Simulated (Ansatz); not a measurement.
Planning a run of Ansatz 0.2.0 on Bi2Se3 (R-3m). The input:

```yaml
crystal:
  lattice:
    - [2.0956832629, 1.209943296, 9.9762290674]
    - [-2.0956832629, 1.209943296, 9.9762290674]
    - [0.0, -2.419886592, 9.9762290674]
  atoms:
    - { symbol: Bi, position: [0.398435, 0.398435, 0.398435] }
    - { symbol: Bi, position: [0.601565, 0.601565, 0.601565] }
    - { symbol: Se, position: [0.0, 0.0, 0.0] }
    - { symbol: Se, position: [0.215715, 0.215715, 0.215715] }
    - { symbol: Se, position: [0.784285, 0.784285, 0.784285] }
kpoints:
  mp_grid: { grid: [4, 4, 4] }
hamiltonian:
  xc: { exchange: pbe, correlation: pbe, exx: { coeff: 0.5 } }
  pseudopotentials: { kind: paw, azcp: { folder: soft_1 } }
scf:
  occupations: { method: fixed }
gw:
  n_empty_bands: 633
  ecut_chi: 150.0
  qp_bands: [v2, c2]
  qp_kpoints: band_edges
  screening: { model: contour_deformation }
```

```sh
ansatz run input.yaml --threads 3 --pin off --max-ram 92160MiB --backend cuda --events-out ev --progress --plain --runs-dir out --devices 1 --max-vram 13GiB
```

**Question.** Estimate wall time and host memory on 1 × NVIDIA H100 80GB HBM3 (shared by 6 runs) with 3 threads of AMD EPYC 7R13 (Zen 3), shared host.

It took 2.5 min; on shared hardware allow 74 s to 4.9 min. Peak host memory was 3.0 GiB. The sizes that set the cost: 2901 plane waves a state, 13 irreducible k points, 672 bands summed, 619 plane waves in the screening and 25 SCF cycles.

The screening grows as filled bands × empty bands × pairs of k points, times the square of the screening basis for the matrix.

[Paths, hosts, dates, memory and timing lines, banners, echoed tables and standing remarks are left out of the program output.]

[Logs are printed without paths, hosts, clocks, repeated set-up lines and the standing remarks that a program may print on its own settings, such as how far it seeks lower states.]

[Runs of the session that timed out or met a known fault of the program may be left out.]

[Cells called generated may have been cut or substituted from an entry of the Crystallography Open Database or the Materials Project.]

[Hosts, paths, dates, database ids (printed as entryN), source tags and the programs' standing remarks are cut or masked in the printed files.]
